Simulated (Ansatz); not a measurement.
# TlC6OF5: which shell does photoemission see at 60 and 1486.7 eV? (PBE)

The valence band of TlC6OF5 mixes several shells. Work out by hand which one leads the spectrum's area at each photon energy.

Filled states come from the projected DOS of Ansatz 0.2.0 (PBE, plane waves); cross sections σ and asymmetry parameters β are those of free atoms in a Dirac–Hartree–Slater calculation. A shell's area is states × σ × angular factor, which is 1 + β·P₂(cos θ) for linear light, with θ = 0° from the polarisation and P₂ = 1.000.

**At 60 eV** (states counted from 28.1 eV below the zero; other shells add 16 to the products' sum of 297):

| shell | filled states a cell | cross section (Mb an electron) | β | angular factor | product | share by hand (%) | share in the simulated spectrum (%) |
| --- | --- | --- | --- | --- | --- | --- | --- |
| C 2p | 34.37 | 0.327 | 1.51 | 2.51 | 28.3 | 10 | 10 |
| F 2s | 18.19 | 0.35 | 2.00 | 3.00 | 19.1 | 6 | 6 |
| F 2p | 53.82 | 1.08 | 1.37 | 2.37 | 137 | 46 | 47 |
| O 2p | 9.64 | 0.89 | 1.45 | 2.45 | 21 | 7 | 7 |
| Tl 5d | 19.99 | 2.05 | 0.84 | 1.84 | 75.3 | 25 | 25 |

**At 1486.7 eV** (states counted from 28.1 eV below the zero; other shells add 0.024 to the products' sum of 0.263):

| shell | filled states a cell | cross section (Mb an electron) | β | angular factor | product | share by hand (%) | share in the simulated spectrum (%) |
| --- | --- | --- | --- | --- | --- | --- | --- |
| C 2p | 34.37 | 9.78e-06 | 0.34 | 1.34 | 0.00045 | 0 | 0 |
| F 2s | 18.19 | 0.00141 | 2.00 | 3.00 | 0.0771 | 29 | 28 |
| F 2p | 53.82 | 0.000125 | 0.60 | 1.60 | 0.0108 | 4 | 4 |
| O 2p | 9.64 | 6.28e-05 | 0.51 | 1.51 | 0.000914 | 0 | 0 |
| Tl 5d | 19.99 | 0.00325 | 1.30 | 2.30 | 0.149 | 57 | 58 |

F 2p leads at 60 eV and Tl 5d at 1486.7 eV. Between the two energies σ of F 2p changes by a factor 1.2e-4 and that of Tl 5d by 0.0016, so their ratio moves 14-fold in favour of the second. The simulated spectrum uses the same rule on the energy-resolved DOS, so the two share columns agree within a few points.

Only crystals where the two columns agree within 4 points and the lead is clear are worked in this form. Free-atom cross sections ignore the solid's final states, no escape depth or background enters, and the count of states a shell hangs on the projection.
